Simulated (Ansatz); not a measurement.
# Σ9 (221) boundary in fcc Cu: structure and resistance, part 3 of 3

How much does the Σ9 (221) boundary in fcc Cu reflect electrons?

Ansatz 0.2.0; Ansatz plane-wave DFT, PBE, PAW files; relaxation of a bicrystal slab with its lowest layers held; PAW set soft_1 (the session's first sound run).

So far. Step 3 (Transmission across the boundary): Over the solved energies the transmission per spin lies between 2.29 and 2.34, out of 2.81 channels of the lead on average (up to 2.85). Step 4 (Specific resistance): Averaged over the energies near the Fermi level, 82.4 % of the channels pass, which makes 0.192 fΩ m².

### 5. Single-crystal slab for reference

The free faces cost energy too. A single-crystal slab with the same faces and held layers is relaxed, so that they cancel.

This step: Ansatz plane-wave DFT, PBE, PAW files; relaxation of a single-crystal slab with its lowest layers held; PAW set soft_1 (Ansatz 0.2.0).

System of this step: Cu slab, plane (2, 2, 1). The cell holds 33 atoms: 33 Cu. Cell: a = 2.556 Å, b = 7.668 Å, c = 30.280 Å, α = 90.0°, β = 90.0°, γ = 90.0°. It derives from Cu. Vacuum lies along c.

File input.yaml:

```yaml
crystal:
  lattice:
    - [2.5561627297, 0.0, 0.0]
    - [0.0, 7.6684881892, 0.0]
    - [0.0, 0.0, 30.2797866656]
  atoms:
    - { symbol: Cu, position: [0.9999999994, 0.1111111112, 0.1651266588] }
    - { symbol: Cu, position: [0.4999999994, 0.3888888889, 0.185024201] }
    - { symbol: Cu, position: [0.9999999994, 0.6666666667, 0.2049217432] }
    - { symbol: Cu, position: [0.4999999994, 0.9444444445, 0.2248192854] }
    - { symbol: Cu, position: [0.9999999995, 0.2222222223, 0.2447168276] }
    - { symbol: Cu, position: [0.4999999995, 0.5, 0.2646143698] }
    - { symbol: Cu, position: [0.9999999995, 0.7777777778, 0.284511912] }
    - { symbol: Cu, position: [0.4999999995, 0.0555555556, 0.3044094542] }
    - { symbol: Cu, position: [0.9999999995, 0.3333333334, 0.3243069964] }
    - { symbol: Cu, position: [0.4999999996, 0.6111111111, 0.3442045387] }
    - { symbol: Cu, position: [0.9999999996, 0.8888888889, 0.3641020809] }
    - { symbol: Cu, position: [0.4999999996, 0.1666666667, 0.3839996231] }
    - { symbol: Cu, position: [0.9999999996, 0.4444444445, 0.4038971653] }
    - { symbol: Cu, position: [0.4999999996, 0.7222222222, 0.4237947075] }
    - { symbol: Cu, position: [0.9999999996, 0.0, 0.4436922497] }
    - { symbol: Cu, position: [0.4999999997, 0.2777777778, 0.4635897919] }
    - { symbol: Cu, position: [0.9999999997, 0.5555555556, 0.4834873341] }
    - { symbol: Cu, position: [0.4999999997, 0.8333333334, 0.5033848763] }
    - { symbol: Cu, position: [0.9999999997, 0.1111111111, 0.5232824185] }
    - { symbol: Cu, position: [0.4999999997, 0.3888888889, 0.5431799608] }
    - { symbol: Cu, position: [0.9999999998, 0.6666666667, 0.563077503] }
    - { symbol: Cu, position: [0.4999999998, 0.9444444445, 0.5829750452] }
    - { symbol: Cu, position: [0.9999999998, 0.2222222222, 0.6028725874] }
    - { symbol: Cu, position: [0.4999999998, 0.5, 0.6227701296] }
    - { symbol: Cu, position: [0.9999999998, 0.7777777778, 0.6426676718] }
    - { symbol: Cu, position: [0.4999999999, 0.0555555556, 0.662565214] }
    - { symbol: Cu, position: [0.9999999999, 0.3333333333, 0.6824627562] }
    - { symbol: Cu, position: [0.4999999999, 0.6111111111, 0.7023602984] }
    - { symbol: Cu, position: [0.9999999999, 0.8888888889, 0.7222578406] }
    - { symbol: Cu, position: [0.4999999999, 0.1666666667, 0.7421553829] }
    - { symbol: Cu, position: [1.0, 0.4444444444, 0.7620529251] }
    - { symbol: Cu, position: [0.5, 0.7222222222, 0.7819504673] }
    - { symbol: Cu, position: [0.0, 0.0, 0.8018480095] }
kpoints:
  mp_grid: { grid: [9, 3, 1] }
hamiltonian:
  xc: pbe
  pseudopotentials: { kind: paw, azcp: { folder: soft_1 } }
scf:
  occupations: { method: fermi_dirac, width: 0.1 }
relax:
  f_tol: 0.03
  max_steps: 80
  constraints: [{ sites: [0, 1, 2, 3, 4] }]
```

Run with:

```sh
> ansatz run input.yaml --threads 4 --pin off --max-ram 15360MiB --backend cpu --events-out ev --progress --plain --runs-dir out
```

Numbers of over 12 decimals in the logs are rounded to 6 here.

The log of the run:

```text
Warning: crystal.symmetry: narrowed to the stabiliser of the relax constraints — unitary ops 4 → 2; lowered at sites 0, 1, 2, 3, 4, 28, 29, 30, 31, 32 (the operations that carried what is held of a site onto what its image site leaves free; the constrained walk keeps no symmetry that its constraints do not admit)
[...]
Crystal: 33 atoms, lattice volume = 593.541 Å³
Basis set: ecut = 420 eV, 11701 PW (Γ), exchange–correlation on 36×108×432 points (8 copies of the dense FFT grid, shifted against one another)
Bands: 377, of which v1, the nominal top of the filled ones, is band 314 counted from 1 (313 counted from 0)
Symmetry: 2 space group operations
k-points: 10 of 27 (time reversal used)
[...]
SCF iter   1: F=—  HF=-218656.215795 eV  |F-HF|=—  |Δ(HF+E_count)|=         —  Δρ=2.12e-1  dr2=1.61e2  ethr=3.10e-3  ⟨swp⟩=5.8  Hψ=13852  notcnv=0  defer=117
[...]
SCF iter  10: F=-218627.570330 eV  HF=-218627.570311 eV  |F-HF|=1.88e-5  |Δ(HF+E_count)|=   1.28e-5  Δρ=4.15e-5  dr2=7.17e-6  ethr=3.59e-9  ⟨swp⟩=3.0  Hψ=13800  notcnv=0
SCF 1 converged in 10 iterations: F = -218627.570330 eV  dr2 = 7.17e-6
[...]
relax step   1: F+E_penalty+E_count = -218627.57032974 eV  Δ(F+E_penalty+E_count) = +0.000e0 eV  max|allowed force component| = 4.026e-1 eV/Å  Δτ_max = 0.0000 Å  (10 SCF iters, dr2 threshold 2.25e-5 eV, accepted)
[...]
SCF iter   6: F=-218627.598811 eV  HF=-218627.598813 eV  |F-HF|=2.34e-6  |Δ(HF+E_count)|=   5.48e-5  Δρ=2.80e-5  dr2=9.59e-6  ethr=1.62e-9  ⟨swp⟩=3.0  Hψ=14265  notcnv=0
SCF 2 converged in 6 iterations: F = -218627.598811 eV  dr2 = 9.59e-6
relax step   2: F+E_penalty+E_count = -218627.59881090 eV  Δ(F+E_penalty+E_count) = -2.848e-2 eV  max|allowed force component| = 2.523e-1 eV/Å  Δτ_max = 0.0563 Å  (6 SCF iters, dr2 threshold 1.01e-5 eV, accepted)
SCF iter   1: F=—  HF=-218627.694999 eV  |F-HF|=—  |Δ(HF+E_count)|=         —  Δρ=7.68e-3  dr2=1.97e-1  ethr=2.76e-4  ⟨swp⟩=5.6  Hψ=9643  notcnv=0  defer=419
[...]
SCF iter   9: F=-218627.618571 eV  HF=-218627.618572 eV  |F-HF|=4.55e-7  |Δ(HF+E_count)|=   5.03e-7  Δρ=5.98e-6  dr2=6.06e-7  ethr=6.35e-10  ⟨swp⟩=2.0  Hψ=11457  notcnv=0
SCF 3 converged in 9 iterations: F = -218627.618571 eV  dr2 = 6.06e-7
relax step   3: F+E_penalty+E_count = -218627.61857138 eV  Δ(F+E_penalty+E_count) = -1.976e-2 eV  max|allowed force component| = 5.750e-2 eV/Å  Δτ_max = 0.1188 Å  (9 SCF iters, dr2 threshold 3.98e-6 eV, accepted)
SCF iter   1: F=—  HF=-218627.633526 eV  |F-HF|=—  |Δ(HF+E_count)|=         —  Δρ=3.07e-3  dr2=3.08e-2  ethr=5.00e-5  ⟨swp⟩=4.9  Hψ=7344  notcnv=0  defer=431
[...]
SCF iter   9: F=-218627.621095 eV  HF=-218627.621095 eV  |F-HF|=4.82e-8  |Δ(HF+E_count)|=   7.48e-8  Δρ=3.35e-6  dr2=5.59e-8  ethr=1.59e-11  ⟨swp⟩=3.0  Hψ=14900  notcnv=0
SCF 4 converged in 9 iterations: F = -218627.621095 eV  dr2 = 5.59e-8
relax step   4: F+E_penalty+E_count = -218627.62109541 eV  Δ(F+E_penalty+E_count) = -2.524e-3 eV  max|allowed force component| = 2.054e-2 eV/Å  Δτ_max = 0.0290 Å  (9 SCF iters, accepted)
SCF converged after 9 iterations
Free energy (F): -218627.621095 eV
[...]
Internal energy: -218627.335623 eV  (E = F + TS)
E sigma→0 (E₀):  -218627.478359 eV
Entropy (-TS):   -0.285473 eV (-8.651 meV/atom)
Fermi energy:    9.222536 eV
[...]
--- Forces (eV/Å), atoms counted from 1 ---
  atom   1  Cu     0.00000000     0.09306632     0.40523290
  atom   2  Cu     0.00000000    -0.03450494    -0.02014232
  atom   3  Cu     0.00000000     0.02732320    -0.06276958
  atom   4  Cu    -0.00000000    -0.10565069    -0.29835242
  atom   5  Cu    -0.00000000    -0.00345225    -0.03777549
  atom   6  Cu    -0.00000000    -0.00147616     0.00331472
  atom   7  Cu    -0.00000000     0.00031931     0.00164631
  atom   8  Cu    -0.00000000     0.00170979     0.00018194
  atom   9  Cu    -0.00000000    -0.00123742    -0.00005286
  atom  10  Cu     0.00000000     0.00054220     0.00033668
  atom  11  Cu     0.00000000     0.00129937    -0.00066298
  atom  12  Cu     0.00000000     0.00012854    -0.00195319
  atom  13  Cu     0.00000000     0.00022775     0.00005174
  atom  14  Cu    -0.00000000     0.00146727    -0.00033738
  atom  15  Cu    -0.00000000     0.00100918    -0.00025295
  atom  16  Cu    -0.00000000     0.00011135     0.00037918
  atom  17  Cu    -0.00000000     0.00115109    -0.00024547
  atom  18  Cu     0.00000000     0.00162974    -0.00017164
  atom  19  Cu     0.00000000     0.00116490     0.00158329
  atom  20  Cu     0.00000000    -0.00028341    -0.00156634
  atom  21  Cu    -0.00000000     0.00353332    -0.00110386
  atom  22  Cu    -0.00000000     0.00321761     0.00131769
  atom  23  Cu    -0.00000000    -0.00310270    -0.00051661
  atom  24  Cu     0.00000000     0.00442806    -0.00562219
  atom  25  Cu     0.00000000     0.00639407    -0.00366261
  atom  26  Cu     0.00000000    -0.00180368    -0.01033798
  atom  27  Cu     0.00000000     0.00423644     0.00201187
  atom  28  Cu     0.00000000     0.00893888     0.00504989
  atom  29  Cu    -0.00000000    -0.00831589     0.00336440
  atom  30  Cu     0.00000000     0.00287843     0.00496424
  atom  31  Cu     0.00000000     0.00477533    -0.00236978
  atom  32  Cu    -0.00000000    -0.01087608    -0.00227081
  atom  33  Cu    -0.00000000     0.00110902     0.02054273
  max |Σ_I F_I| component: 1.89e-4 eV/Å
--- Relaxed structure (4 steps of the walk, 4 accepted, 0 SCFs on fresh bases) ---
  F+E_penalty+E_count = -218627.62109541 eV   max|allowed force component| = 2.054e-2 eV/Å
  atoms:
    - { symbol: Cu, position: [1.0, 0.111111, 0.165127] }
    - { symbol: Cu, position: [0.5, 0.388889, 0.185024] }
    - { symbol: Cu, position: [1.0, 0.666667, 0.204922] }
    - { symbol: Cu, position: [0.5, 0.944444, 0.224819] }
    - { symbol: Cu, position: [1.0, 0.222222, 0.244717] }
    - { symbol: Cu, position: [0.5, 0.501671, 0.264443] }
    - { symbol: Cu, position: [1.0, 0.780192, 0.284785] }
    - { symbol: Cu, position: [0.5, 0.057796, 0.304923] }
    - { symbol: Cu, position: [1.0, 0.336160, 0.324652] }
    - { symbol: Cu, position: [0.5, 0.613766, 0.344772] }
    - { symbol: Cu, position: [1.0, 0.891409, 0.365114] }
    - { symbol: Cu, position: [0.5, 0.169274, 0.384919] }
    - { symbol: Cu, position: [1.0, 0.446848, 0.404987] }
    - { symbol: Cu, position: [0.5, 0.724361, 0.425123] }
    - { symbol: Cu, position: [1.0, 0.00240408, 0.445338] }
    - { symbol: Cu, position: [0.5, 0.280341, 0.465293] }
    - { symbol: Cu, position: [1.0, 0.557993, 0.485445] }
    - { symbol: Cu, position: [0.5, 0.835589, 0.505570] }
    - { symbol: Cu, position: [1.0, 0.113603, 0.525508] }
    - { symbol: Cu, position: [0.5, 0.391708, 0.545733] }
    - { symbol: Cu, position: [1.0, 0.669183, 0.565946] }
    - { symbol: Cu, position: [0.5, 0.947071, 0.585921] }
    - { symbol: Cu, position: [1.0, 0.225160, 0.605740] }
    - { symbol: Cu, position: [0.5, 0.502244, 0.626172] }
    - { symbol: Cu, position: [1.0, 0.780457, 0.646133] }
    - { symbol: Cu, position: [0.5, 0.060273, 0.665925] }
    - { symbol: Cu, position: [1.0, 0.336315, 0.686381] }
    - { symbol: Cu, position: [0.5, 0.614017, 0.706313] }
    - { symbol: Cu, position: [1.0, 0.895623, 0.725155] }
    - { symbol: Cu, position: [0.5, 0.177980, 0.747404] }
    - { symbol: Cu, position: [1.0, 0.450941, 0.766896] }
    - { symbol: Cu, position: [0.5, 0.726317, 0.785212] }
    - { symbol: Cu, position: [-8.26279132623368e-18, 0.000444323, 0.802081] }
```

The job ended after 9.2 min (4 threads of Arm Neoverse V1, shared host; peak memory 4.7 GiB; 37 min of CPU time).

The steps of the relaxation:

```
step  energy less that of the first step (eV)  largest force component (eV/Å)
   1                                   0.0000                          0.4026
   2                                  -0.0285                          0.2523
   3                                  -0.0482                          0.0575
   4                                  -0.0508                          0.0205
```

The atoms that moved most (Å):

```
atom     dx     dy     dz  length
Cu30  0.000  0.087  0.159   0.181
Cu31  0.000  0.050  0.147   0.155
Cu28  0.000  0.022  0.120   0.122
Cu27  0.000  0.023  0.119   0.121
Cu26  0.000  0.036  0.102   0.108
Cu25  0.000  0.021  0.105   0.107
Cu24  0.000  0.017  0.103   0.104
Cu32  0.000  0.031  0.099   0.104
```

Final coordinates:

```
Cu
1.0
     2.55616    0.00000    0.00000
     0.00000    7.66849    0.00000
     0.00000    0.00000   30.27979
Cu
33
Direct
  0.00000 0.11111 0.16513
  0.50000 0.38889 0.18502
  0.00000 0.66667 0.20492
  0.50000 0.94444 0.22482
  0.00000 0.22222 0.24472
  0.50000 0.50167 0.26444
  0.00000 0.78019 0.28479
  0.50000 0.05780 0.30492
  0.00000 0.33616 0.32465
  0.50000 0.61377 0.34477
  0.00000 0.89141 0.36511
  0.50000 0.16927 0.38492
  0.00000 0.44685 0.40499
  0.50000 0.72436 0.42512
  0.00000 0.00240 0.44534
  0.50000 0.28034 0.46529
  0.00000 0.55799 0.48545
  0.50000 0.83559 0.50557
  0.00000 0.11360 0.52551
  0.50000 0.39171 0.54573
  0.00000 0.66918 0.56595
  0.50000 0.94707 0.58592
  0.00000 0.22516 0.60574
  0.50000 0.50224 0.62617
  0.00000 0.78046 0.64613
  0.50000 0.06027 0.66592
  0.00000 0.33632 0.68638
  0.50000 0.61402 0.70631
  0.00000 0.89562 0.72515
  0.50000 0.17798 0.74740
  0.00000 0.45094 0.76690
  0.50000 0.72632 0.78521
  0.00000 0.00044 0.80208
```

Numbers from this step:

* free energy: -218627.6211 eV
* energy at zero smearing: -218627.4784 eV
* Fermi energy: 9.223 eV

The largest force component on a free atom ends at 0.021 eV/Å, under the tolerance of 0.03, after 4 steps.

### 6. Bulk reference

The perfect crystal gives the energy per atom, for the atoms by which bicrystal and slab differ.

This step: Ansatz plane-wave DFT, PBE, PAW files; bulk reference; PAW set soft_1 (Ansatz 0.2.0).

System of this step: Cu. It takes space group Fm-3m (No. 225, cubic). The conventional cell has a = 3.615 Å, b = 3.615 Å, c = 3.615 Å, α = 90.00°, β = 90.00°, γ = 90.00°. Nearest to Cu lie 12 Cu at 2.56 Å.

input.yaml, the sections that differ from step 5:

```yaml
crystal:
  lattice:
    - [0.0, 1.80748, 1.80748]
    - [1.80748, 0.0, 1.80748]
    - [1.80748, 1.80748, 0.0]
  atoms:
    - { symbol: Cu, position: [0.0, 0.0, 0.0] }
kpoints:
  mp_grid: { grid: [21, 21, 21] }
# hamiltonian, scf: as in step 5
# relax: removed
```

The log of the run:

```text
[...]
Crystal: 1 atoms, lattice volume = 11.810 Å³
Basis set: ecut = 420 eV, 259 PW (Γ)
Bands: 14, of which v1, the nominal top of the filled ones, is band 10 counted from 1 (9 counted from 0)
Symmetry: 48 space group operations
[...]
k-points: 286 of 9261
[...]
SCF iter   1: F=—  HF=-6626.103945 eV  |F-HF|=—  |Δ(HF+E_count)|=         —  Δρ=2.68e-1  dr2=5.09e0  ethr=3.10e-3  ⟨swp⟩=4.9  Hψ=19163  notcnv=0
[...]
SCF iter   7: F=-6625.187333 eV  HF=-6625.187333 eV  |F-HF|=7.64e-11  |Δ(HF+E_count)|=  1.01e-10  Δρ=1.66e-6  dr2=1.97e-10  ethr=5.26e-10  ⟨swp⟩=2.0  Hψ=7881  notcnv=0
SCF 1 converged in 7 iterations: F = -6625.187333 eV  dr2 = 1.97e-10
[...]
SCF converged after 7 iterations
Free energy (F): -6625.187333 eV
[...]
Internal energy: -6625.176373 eV  (E = F + TS)
E sigma→0 (E₀):  -6625.181853 eV
Entropy (-TS):   -0.010960 eV (-10.960 meV/atom)
Fermi energy:    16.384214 eV
[...]
```

Elapsed: 0.86 s, on 4 threads; peak memory 0.3 GiB; 2.8 s of CPU time.

Numbers from this step:

```
free energy             : -6625.1873 eV
energy at zero smearing : -6625.1819 eV
Fermi energy            : 16.38 eV
```

### 7. Boundary energy

This step: Ansatz plane-wave DFT, PBE, PAW files; bicrystal less single-crystal slab less bulk atoms, a boundary area; PAW set soft_1 (Ansatz 0.2.0).

Numbers from this step:

- excess energy of the cell: 1.017 eV
- boundary energy: 0.8312 J/m²

The boundary costs 0.83 J/m².

By hand: 1.02 eV / 19.60 Å² × 16.02 = 0.831 J/m².

### 8. Results

```yaml
specific_resistance_of_the_boundary: 0.192 fΩ m²
share_of_channels_that_pass: 0.824
boundary_energy: 0.831 J/m²
```

The boundary has a specific resistance of 0.19 fΩ m² and an energy of 0.83 J/m². The boundary reflects 18 % of the channels; 0.19 fΩ m² is 1.9×10⁻¹² Ω·cm². That equals the resistance of 11 nm of bulk Cu at 300 K (measured 1.725 µΩ cm, CRC Handbook of Chemistry and Physics, 84th ed., 2003, Electrical Resistivity of Pure Metals). One starting structure was relaxed; another shift or atom count at the boundary may lie lower.

[Logs are printed without paths, hosts, clocks, repeated set-up lines and the standing remarks that a program may print on its own settings, such as how far it seeks lower states.]

[Hosts, paths, dates, database ids (printed as entryN), source tags and the programs' standing remarks are cut or masked in the printed files.]
